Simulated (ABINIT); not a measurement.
# SrMg2Bi2 (P-3m1): G0W0 with ABINIT, start to end, part 2 of 3

How does a plane-wave GW calculation on SrMg2Bi2 (P-3m1) run from the first input to the gap?

ABINIT 10.8.3; PBEsol and many-body steps on it, plane waves. Known limits of the many-body steps: not at the basis limit; model gap, bands may invert with spin-orbit coupling; screening runs away on this mesh; no spin-orbit coupling; coarse k mesh.

So far. Step 2 (Ground state): The gap is direct, at Γ.

**3. Bands along the symmetry lines**

Level of this step: DFT, PBEsol, plane waves, norm-conserving pseudopotentials (ABINIT).

Levels along a band path, at the cheap level, show where the edges lie and whether the meshes to come will hold them.

run.abi

```
acell 3*1.0 Angstrom
rprim 
  4.829713290037 -0.000000000009 0.000000000000
  -2.414856645011 4.182654402172 0.000000000000
  0.000000000000 0.000000000000 7.982888130000
ntypat 3
znucl 38 12 83
natom 5
typat 1 2 2 3 3
xred 
  0.000000000000 0.000000000000 0.000000000000
  0.666666666667 0.333333333333 0.375044160000
  0.333333333333 0.666666666667 0.624955840000
  0.666666666667 0.333333333333 0.746734860000
  0.333333333333 0.666666666667 0.253265140000
pp_dirpath "pseudos"
pseudos "Sr.upf, Mg.upf, Bi.upf"
ecut 38
iscf -2
irdden 1
kptopt 0
nkpt 75
kpt 
  0.00000000 0.00000000 0.00000000
  0.06250000 0.00000000 0.00000000
  0.12500000 0.00000000 0.00000000
  0.18750000 0.00000000 0.00000000
  0.25000000 0.00000000 0.00000000
  0.31250000 0.00000000 0.00000000
  0.37500000 0.00000000 0.00000000
  0.43750000 0.00000000 0.00000000
  0.50000000 0.00000000 0.00000000
  0.47916667 0.04166667 0.00000000
  0.45833333 0.08333333 0.00000000
  0.43750000 0.12500000 0.00000000
  0.41666666 0.16666666 0.00000000
  0.39583333 0.20833333 0.00000000
  0.37500000 0.25000000 0.00000000
  0.35416666 0.29166666 0.00000000
  0.33333333 0.33333333 0.00000000
  0.29166666 0.29166666 0.00000000
  0.25000000 0.25000000 0.00000000
  0.20833333 0.20833333 0.00000000
  0.16666666 0.16666666 0.00000000
  0.12500000 0.12500000 0.00000000
  0.08333333 0.08333333 0.00000000
  0.04166667 0.04166667 0.00000000
  0.00000000 0.00000000 0.00000000
  0.00000000 0.00000000 0.06250000
  0.00000000 0.00000000 0.12500000
  0.00000000 0.00000000 0.18750000
  0.00000000 0.00000000 0.25000000
  0.00000000 0.00000000 0.31250000
  0.00000000 0.00000000 0.37500000
  0.00000000 0.00000000 0.43750000
  0.00000000 0.00000000 0.50000000
  0.06250000 0.00000000 0.50000000
  0.12500000 0.00000000 0.50000000
  0.18750000 0.00000000 0.50000000
  0.25000000 0.00000000 0.50000000
  0.31250000 0.00000000 0.50000000
  0.37500000 0.00000000 0.50000000
  0.43750000 0.00000000 0.50000000
  0.50000000 0.00000000 0.50000000
  0.47916667 0.04166667 0.50000000
  0.45833333 0.08333333 0.50000000
  0.43750000 0.12500000 0.50000000
  0.41666666 0.16666666 0.50000000
  0.39583333 0.20833333 0.50000000
  0.37500000 0.25000000 0.50000000
  0.35416666 0.29166666 0.50000000
  0.33333333 0.33333333 0.50000000
  0.29166666 0.29166666 0.50000000
  0.25000000 0.25000000 0.50000000
  0.20833333 0.20833333 0.50000000
  0.16666666 0.16666666 0.50000000
  0.12500000 0.12500000 0.50000000
  0.08333333 0.08333333 0.50000000
  0.04166667 0.04166667 0.50000000
  0.00000000 0.00000000 0.50000000
  0.50000000 0.00000000 0.50000000
  0.50000000 0.00000000 0.43750000
  0.50000000 0.00000000 0.37500000
  0.50000000 0.00000000 0.31250000
  0.50000000 0.00000000 0.25000000
  0.50000000 0.00000000 0.18750000
  0.50000000 0.00000000 0.12500000
  0.50000000 0.00000000 0.06250000
  0.50000000 0.00000000 0.00000000
  0.33333333 0.33333333 0.50000000
  0.33333333 0.33333333 0.43750000
  0.33333333 0.33333333 0.37500000
  0.33333333 0.33333333 0.31250000
  0.33333333 0.33333333 0.25000000
  0.33333333 0.33333333 0.18750000
  0.33333333 0.33333333 0.12500000
  0.33333333 0.33333333 0.06250000
  0.33333333 0.33333333 0.00000000
istwfk *1
nband 45
nbdbuf 2
tolwfr 1e-08
nstep 40
prtwf 0
prtvol 0
indata_prefix "in"
outdata_prefix "out"
tmpdata_prefix "tmp"
```

Command:

```
$ OMP_NUM_THREADS=1 mpirun -n 8 abinit run.abi > log
```

Numbers of over 12 decimals in the logs are rounded to 6 here.

The log of the run:

```text
.Version 10.8.3 of ABINIT. v10.8.2 released Aug 2026.

 Symmetries : space group P-3 m 1 (#164); Bravais hP (primitive hexag.)
[... echo of the input left out ...]
== DATASET  1 ==================================================================
-   mpi_nproc: 8, omp_nthreads: 1 (-1 if OMP is not activated)

--- !DatasetInfo
iteration_state: {dtset: 1, }
dimensions: {natom: 5, nkpt: 75, mband: 45, nsppol: 1, nspinor: 1, nspden: 1, mpw: 12226, }
cutoff_energies: {ecut:  38.0, pawecutdg:  -1.0, }
electrons: {nelect:   7.60000000E+01, charge:   0.00000000E+00, occopt:   1.00000000E+00, tsmear:   1.00000000E-02, }

 Real(R)+Recip(G) space primitive vectors, cartesian coordinates (Bohr,Bohr^-1):
 R(1)=  9.1268354  0.0000000  0.0000000  G(1)=  0.1095670  0.0632585  0.0000000
 R(2)= -4.5634177  7.9040713  0.0000000  G(2)=  0.0000000  0.1265171  0.0000000
 R(3)=  0.0000000  0.0000000 15.0854723  G(3)=  0.0000000  0.0000000  0.0662889
 Unit cell volume ucvol=  1.0882533E+03 bohr^3
 Angles (23,13,12)=  9.00000000E+01  9.00000000E+01  1.20000000E+02 degrees

 getcut: wavevector=  0.0000  0.0000  0.0000  ngfft=  54  54  90
         ecut(hartree)=     38.000   => boxcut(ratio)=   2.13263

--- Pseudopotential description ------------------------------------------------
- Sr Generated using ONCVPSP code by D. R. Hamann
- 38.00000  10.00000  180301                  znucl, zion, pspdat
12 -116133 2 -1 1834                          pspcod,pspxc,lmax,lloc,mmax
     nproj     2     2     2
  pspatm : epsatm=   12.48409843
         --- l  ekb(1:nproj) -->
             0    9.951598    0.911603
             1    7.490528    1.680892
             2    3.909932    0.853123
 pspatm: atomic psp has been read  and splines computed

- Mg Generated using ONCVPSP code by D. R. Hamann
- 12.00000  10.00000  180301                  znucl, zion, pspdat
12 -116133 1 -1 1510                          pspcod,pspxc,lmax,lloc,mmax
     nproj     2     2     0
  pspatm : epsatm=    9.18226799
         --- l  ekb(1:nproj) -->
[...]
pspatm: atomic psp has been read  and splines computed

- Bi Generated using ONCVPSP code by D. R. Hamann
- 83.00000  23.00000  180301                  znucl, zion, pspdat
12 -116133 2 -1 1472                          pspcod,pspxc,lmax,lloc,mmax
     nproj     2     2     2
  pspatm : epsatm=   28.42398882
         --- l  ekb(1:nproj) -->
[...]
pspatm: atomic psp has been read  and splines computed

--------------------------------------------------------------------------------

================================================================================
 prteigrs : about to open file out_EIG
 Non-SCF case, kpt    1 (  0.00000  0.00000  0.00000), residuals and eigenvalues=
  8.54E-09  7.87E-09  9.74E-09  4.13E-09  4.53E-09  6.04E-09  2.00E-09  3.23E-09
  4.73E-09  3.87E-09  1.62E-09  8.59E-09  2.61E-09  2.27E-09  4.91E-09  7.98E-09
[...]
Non-SCF case, kpt   75 (  0.33333  0.33333  0.00000), residuals and eigenvalues=
[...]
-1.5959E-01 -1.5959E-01  8.8873E-02  8.8873E-02  9.9897E-02  1.4704E-01
  1.4704E-01  1.5207E-01  2.8278E-01  3.2324E-01  3.2324E-01  3.3882E-01
[...]
--- !ResultsGS
iteration_state: {dtset: 1, }
comment   : Summary of ground state results
lattice_vectors:
- [  9.1268354,  -0.0000000,   0.0000000, ]
- [ -4.5634177,   7.9040713,   0.0000000, ]
- [  0.0000000,   0.0000000,  15.0854723, ]
lattice_lengths: [   9.12684,    9.12684,   15.08547, ]
lattice_angles: [ 90.000,  90.000, 120.000, ] # degrees, (23, 13, 12)
lattice_volume:   1.0882533E+03
convergence: {deltae:  0.000E+00, res2:  0.000E+00, residm:  9.997E-09, diffor:  0.000E+00, }
etotal    :  -6.17006926E+02
entropy   :   0.00000000E+00
fermie    :   2.11997250E-01
cartesian_stress_tensor: null
pressure_GPa: null
xred      :
- [  0.0000E+00,   0.0000E+00,   0.0000E+00, Sr]
- [  6.6667E-01,   3.3333E-01,   3.7504E-01, Mg]
- [  3.3333E-01,   6.6667E-01,   6.2496E-01, Mg]
- [  6.6667E-01,   3.3333E-01,   7.4673E-01, Bi]
- [  3.3333E-01,   6.6667E-01,   2.5327E-01, Bi]
cartesian_forces: null
force_length_stats: {min: null, max: null, mean: null, }

 Integrated electronic density in atomic spheres:
 ------------------------------------------------
 Atom  Sphere_radius  Integrated_density
[...]
================================================================================

 ----iterations are completed or convergence reached----

 Mean square residual over all n,k,spin=   51.103E-10; max=  99.971E-10
 reduced coordinates (array xred) for    5 atoms
[...]
0.666666666667      0.333333333333      0.746734860000
       0.333333333333      0.666666666667      0.253265140000

 cartesian coordinates (angstrom) at end:
    1      0.000000     0.000000     0.000000
    2      2.414857     1.394218     2.993936
    3      5e-12     2.788436     4.988953
    4      2.414857     1.394218     5.961101
    5      5e-12     2.788436     2.021787
 length scales=  1.889726125908  1.889726125908  1.889726125908 bohr
              =  1.000000000000  1.000000000000  1.000000000000 angstroms
 prteigrs : about to open file out_EIG
 Eigenvalues (hartree) for nkpt=  75  k points:
 kpt#   1, nband= 45, wtk=  1.00000, kpt=  0.0000  0.0000  0.0000 (reduced coord)
[...]
kpt#   2, nband= 45, wtk=  1.00000, kpt=  0.0625  0.0000  0.0000 (reduced coord)
[...]
kpt#   3, nband= 45, wtk=  1.00000, kpt=  0.1250  0.0000  0.0000 (reduced coord)
[...]
kpt#  74, nband= 45, wtk=  1.00000, kpt=  0.3333  0.3333  0.0625 (reduced coord)
[...]
0.31972    0.34184    0.34184    0.34616    0.40517
 kpt#  75, nband= 45, wtk=  1.00000, kpt=  0.3333  0.3333  0.0000 (reduced coord)
[...]
-0.58717   -0.58717   -0.58709   -0.43803   -0.43803   -0.43725   -0.15959   -0.15959
   0.08887    0.08887    0.09990    0.14704    0.14704    0.15207    0.28278    0.32324
   0.32324    0.33882    0.33882    0.34596    0.41110

== END DATASET(S) ==============================================================
================================================================================

 -outvars: echo values of variables after computation  --------
            nband          45
             nkpt          75
          spgroup         164
 [... the other variables as echoed above ...]

 Calculation completed.
```

Run time: 2.2 min. Hardware: 8 MPI ranks of Arm Neoverse V1, shared host; peak memory 1.3 GiB; 18 min of CPU time.

Numbers from this step:

```yaml
gap: 0.4087 eV
k_of_the_valence_top: 0, 0, 0
k_of_the_conduction_bottom: 0, 0, 0
least_direct_gap: 0.4087 eV
```

The gap is 0.409 eV, as in the run before at this level.

Electronic bands along the path, in eV, zero at the top of the highest filled band:

| point | band 35 | band 36 | band 37 | band 38 | band 39 | band 40 | band 41 | band 42 |
| --- | --- | --- | --- | --- | --- | --- | --- | --- |
| Γ | -1.03 | -0.02 | 0.00 | 0.00 | 0.41 | 0.93 | 2.30 | 2.74 |
| halfway | -2.15 | -1.29 | -0.71 | -0.62 | 1.38 | 1.86 | 3.03 | 3.16 |
| M | -2.17 | -1.71 | -1.52 | -1.03 | 0.81 | 2.32 | 2.49 | 3.80 |
| halfway | -2.33 | -2.07 | -1.64 | -1.34 | 1.88 | 2.35 | 2.73 | 3.15 |
| K | -3.05 | -1.77 | -1.77 | -1.63 | 1.93 | 3.03 | 3.03 | 3.45 |
| halfway | -2.51 | -1.60 | -1.08 | -0.62 | 1.91 | 2.31 | 2.52 | 3.15 |
| Γ | -1.03 | -0.02 | 0.00 | 0.00 | 0.41 | 0.93 | 2.30 | 2.74 |
| halfway | -0.93 | -0.93 | -0.21 | -0.21 | 0.96 | 1.40 | 2.64 | 2.64 |
| A | -0.70 | -0.70 | -0.52 | -0.52 | 1.00 | 1.65 | 2.53 | 2.53 |
| halfway | -1.45 | -1.33 | -1.27 | -0.67 | 1.49 | 2.24 | 2.38 | 2.62 |
| L | -1.77 | -1.66 | -0.90 | -0.83 | 1.26 | 1.32 | 1.73 | 2.34 |
| halfway | -2.16 | -1.91 | -1.34 | -1.00 | 1.52 | 1.82 | 2.57 | 2.81 |
| H | -2.59 | -2.38 | -1.23 | -1.23 | 1.82 | 1.82 | 3.25 | 3.38 |
| halfway | -1.58 | -1.36 | -1.27 | -1.17 | 1.99 | 2.11 | 2.61 | 2.94 |
| A | -0.70 | -0.70 | -0.52 | -0.52 | 1.00 | 1.65 | 2.53 | 2.53 |
| jump to L | -1.77 | -1.66 | -0.90 | -0.83 | 1.26 | 1.32 | 1.73 | 2.34 |
| halfway | -2.00 | -1.60 | -1.27 | -0.93 | 0.92 | 1.64 | 2.51 | 2.86 |
| M | -2.17 | -1.71 | -1.52 | -1.03 | 0.81 | 2.32 | 2.49 | 3.80 |
| jump to H | -2.59 | -2.38 | -1.23 | -1.23 | 1.82 | 1.82 | 3.25 | 3.38 |
| halfway | -2.91 | -1.93 | -1.51 | -1.51 | 2.31 | 2.31 | 2.41 | 3.70 |
| K | -3.05 | -1.77 | -1.77 | -1.63 | 1.93 | 3.03 | 3.03 | 3.45 |

**4. Empty states on the mesh, 3×3×1 mesh, 158 bands**

The sums over transitions need many empty states on a uniform mesh; this step solves for them.

run.abi

```
acell 3*1.0 Angstrom
rprim 
  4.829713290037 -0.000000000009 0.000000000000
  -2.414856645011 4.182654402172 0.000000000000
  0.000000000000 0.000000000000 7.982888130000
ntypat 3
znucl 38 12 83
natom 5
typat 1 2 2 3 3
xred 
  0.000000000000 0.000000000000 0.000000000000
  0.666666666667 0.333333333333 0.375044160000
  0.333333333333 0.666666666667 0.624955840000
  0.666666666667 0.333333333333 0.746734860000
  0.333333333333 0.666666666667 0.253265140000
pp_dirpath "pseudos"
pseudos "Sr.upf, Mg.upf, Bi.upf"
ecut 38
ngkpt 3 3 1
nshiftk 1
shiftk 0 0 0
kptopt 1
chksymbreak 0
iscf -2
irdden 1
istwfk *1
nband 158
nbdbuf 14
tolwfr 1e-09
nstep 60
prtvol 0
indata_prefix "in"
outdata_prefix "out"
tmpdata_prefix "tmp"
```

The log of the run:

```text
.Version 10.8.3 of ABINIT. v10.8.2 released Aug 2026.

 Symmetries : space group P-3 m 1 (#164); Bravais hP (primitive hexag.)
[... echo of the input left out ...]
== DATASET  1 ==================================================================
-   mpi_nproc: 8, omp_nthreads: 1 (-1 if OMP is not activated)
-    --> not optimal distribution: autoparal keyword recommended in input file <--

--- !DatasetInfo
iteration_state: {dtset: 1, }
dimensions: {natom: 5, nkpt: 3, mband: 158, nsppol: 1, nspinor: 1, nspden: 1, mpw: 12209, }
cutoff_energies: {ecut:  38.0, pawecutdg:  -1.0, }
electrons: {nelect:   7.60000000E+01, charge:   0.00000000E+00, occopt:   1.00000000E+00, tsmear:   1.00000000E-02, }

 Real(R)+Recip(G) space primitive vectors, cartesian coordinates (Bohr,Bohr^-1):
 R(1)=  9.1268354  0.0000000  0.0000000  G(1)=  0.1095670  0.0632585  0.0000000
 R(2)= -4.5634177  7.9040713  0.0000000  G(2)=  0.0000000  0.1265171  0.0000000
 R(3)=  0.0000000  0.0000000 15.0854723  G(3)=  0.0000000  0.0000000  0.0662889
 Unit cell volume ucvol=  1.0882533E+03 bohr^3
 Angles (23,13,12)=  9.00000000E+01  9.00000000E+01  1.20000000E+02 degrees

 getcut: wavevector=  0.0000  0.0000  0.0000  ngfft=  54  54  90
         ecut(hartree)=     38.000   => boxcut(ratio)=   2.13263

--- Pseudopotential description ------------------------------------------------
- Sr Generated using ONCVPSP code by D. R. Hamann
- 38.00000  10.00000  180301                  znucl, zion, pspdat
12 -116133 2 -1 1834                          pspcod,pspxc,lmax,lloc,mmax
     nproj     2     2     2
  pspatm : epsatm=   12.48409843
         --- l  ekb(1:nproj) -->
             0    9.951598    0.911603
             1    7.490528    1.680892
             2    3.909932    0.853123
 pspatm: atomic psp has been read  and splines computed

- Mg Generated using ONCVPSP code by D. R. Hamann
- 12.00000  10.00000  180301                  znucl, zion, pspdat
12 -116133 1 -1 1510                          pspcod,pspxc,lmax,lloc,mmax
     nproj     2     2     0
  pspatm : epsatm=    9.18226799
         --- l  ekb(1:nproj) -->
[...]
pspatm: atomic psp has been read  and splines computed

- Bi Generated using ONCVPSP code by D. R. Hamann
- 83.00000  23.00000  180301                  znucl, zion, pspdat
12 -116133 2 -1 1472                          pspcod,pspxc,lmax,lloc,mmax
     nproj     2     2     2
  pspatm : epsatm=   28.42398882
         --- l  ekb(1:nproj) -->
[...]
pspatm: atomic psp has been read  and splines computed

--------------------------------------------------------------------------------

================================================================================
 prteigrs : about to open file out_EIG
 Non-SCF case, kpt    1 (  0.00000  0.00000  0.00000), residuals and eigenvalues=
  4.28E-10  4.87E-10  6.78E-10  6.97E-10  4.95E-10  8.04E-10  4.45E-10  5.26E-10
  1.64E-10  9.44E-10  2.21E-10  2.33E-10  1.91E-10  1.85E-10  3.15E-10  2.68E-10
  8.39E-10  1.42E-10  6.35E-10  1.82E-10  5.93E-10  6.65E-10  6.16E-10  5.29E-10
[...]
1.43E-05  1.75E-06  1.11E-05  2.18E-06  2.29E-05  3.66E-04
 -5.3901E+00 -5.3901E+00 -3.1126E+00 -3.1126E+00 -3.1125E+00 -3.1125E+00
 -3.1125E+00 -3.1125E+00 -2.5782E+00 -2.5782E+00 -1.3637E+00 -1.3637E+00
[...]
1.6116E+00  1.6362E+00  1.6380E+00  1.6389E+00  1.6389E+00  1.6464E+00
  1.6464E+00  1.6826E+00
 prteigrs : prtvol=0 or 1, do not print more k-points.

--- !ResultsGS
iteration_state: {dtset: 1, }
comment   : Summary of ground state results
lattice_vectors:
- [  9.1268354,  -0.0000000,   0.0000000, ]
- [ -4.5634177,   7.9040713,   0.0000000, ]
- [  0.0000000,   0.0000000,  15.0854723, ]
lattice_lengths: [   9.12684,    9.12684,   15.08547, ]
lattice_angles: [ 90.000,  90.000, 120.000, ] # degrees, (23, 13, 12)
lattice_volume:   1.0882533E+03
convergence: {deltae:  0.000E+00, res2:  0.000E+00, residm:  9.989E-10, diffor:  0.000E+00, }
etotal    :  -6.17006926E+02
entropy   :   0.00000000E+00
fermie    :   2.11997250E-01
cartesian_stress_tensor: null
pressure_GPa: null
xred      :
- [  0.0000E+00,   0.0000E+00,   0.0000E+00, Sr]
- [  6.6667E-01,   3.3333E-01,   3.7504E-01, Mg]
- [  3.3333E-01,   6.6667E-01,   6.2496E-01, Mg]
- [  6.6667E-01,   3.3333E-01,   7.4673E-01, Bi]
- [  3.3333E-01,   6.6667E-01,   2.5327E-01, Bi]
cartesian_forces: null
force_length_stats: {min: null, max: null, mean: null, }

 Integrated electronic density in atomic spheres:
 ------------------------------------------------
 Atom  Sphere_radius  Integrated_density
[...]
================================================================================

 ----iterations are completed or convergence reached----

 Mean square residual over all n,k,spin=   43.860E-11; max=  99.889E-11
 reduced coordinates (array xred) for    5 atoms
[...]
0.666666666667      0.333333333333      0.746734860000
       0.333333333333      0.666666666667      0.253265140000

 cartesian coordinates (angstrom) at end:
    1      0.000000     0.000000     0.000000
    2      2.414857     1.394218     2.993936
    3      5e-12     2.788436     4.988953
    4      2.414857     1.394218     5.961101
    5      5e-12     2.788436     2.021787
 length scales=  1.889726125908  1.889726125908  1.889726125908 bohr
              =  1.000000000000  1.000000000000  1.000000000000 angstroms
 prteigrs : about to open file out_EIG
 Eigenvalues (hartree) for nkpt=   3  k points:
 kpt#   1, nband=158, wtk=  0.11111, kpt=  0.0000  0.0000  0.0000 (reduced coord)
[...]
1.43842    1.46293    1.48679    1.49216    1.49216    1.52125    1.52125    1.52261
   1.52859    1.52943    1.57982    1.57982    1.59899    1.59899    1.61161    1.63619
   1.63796    1.63886    1.63887    1.64637    1.64638    1.68263
 prteigrs : prtvol=0 or 1, do not print more k-points.

== END DATASET(S) ==============================================================
================================================================================

 -outvars: echo values of variables after computation  --------
            nband         158
             nkpt           3
          spgroup         164
 [... the other variables as echoed above ...]

 Calculation completed.
```

Run time: 76 s. Hardware: 8 MPI ranks; peak memory 0.81 GiB; 10 min of CPU time.

This step gave:

- gap: 0.4087 eV
- k of the valence top: 0, 0, 0
- k of the conduction bottom: 0, 0, 0
- least direct gap: 0.4087 eV
- k points computed: 3
- lowest point of the top converged band, above the valence top: 35.66 eV

On this mesh the gap is 0.409 eV.

(Continued in part 3 of 3.)

[Paths, hosts, dates, memory and timing lines, banners, echoed tables and standing remarks are left out of the program output.]

[Logs are printed without paths, hosts, clocks, repeated set-up lines and the standing remarks that a program may print on its own settings, such as how far it seeks lower states.]

[Runs of the session that timed out or met a known fault of the program may be left out.]

[Hosts, paths, dates, database ids (printed as entryN), source tags and the programs' standing remarks are cut or masked in the printed files.]

[G0W0 gaps are taken among the corrected bands and points alone; a level outside them can change the order at an edge.]

[Where Ansatz stands beside ABINIT at settings called matched, ABINIT's density can come from a denser mesh and the files from another edition; pairs whose starting gaps differed by over 0.03 eV were left out, so agreement reads better than it is.]
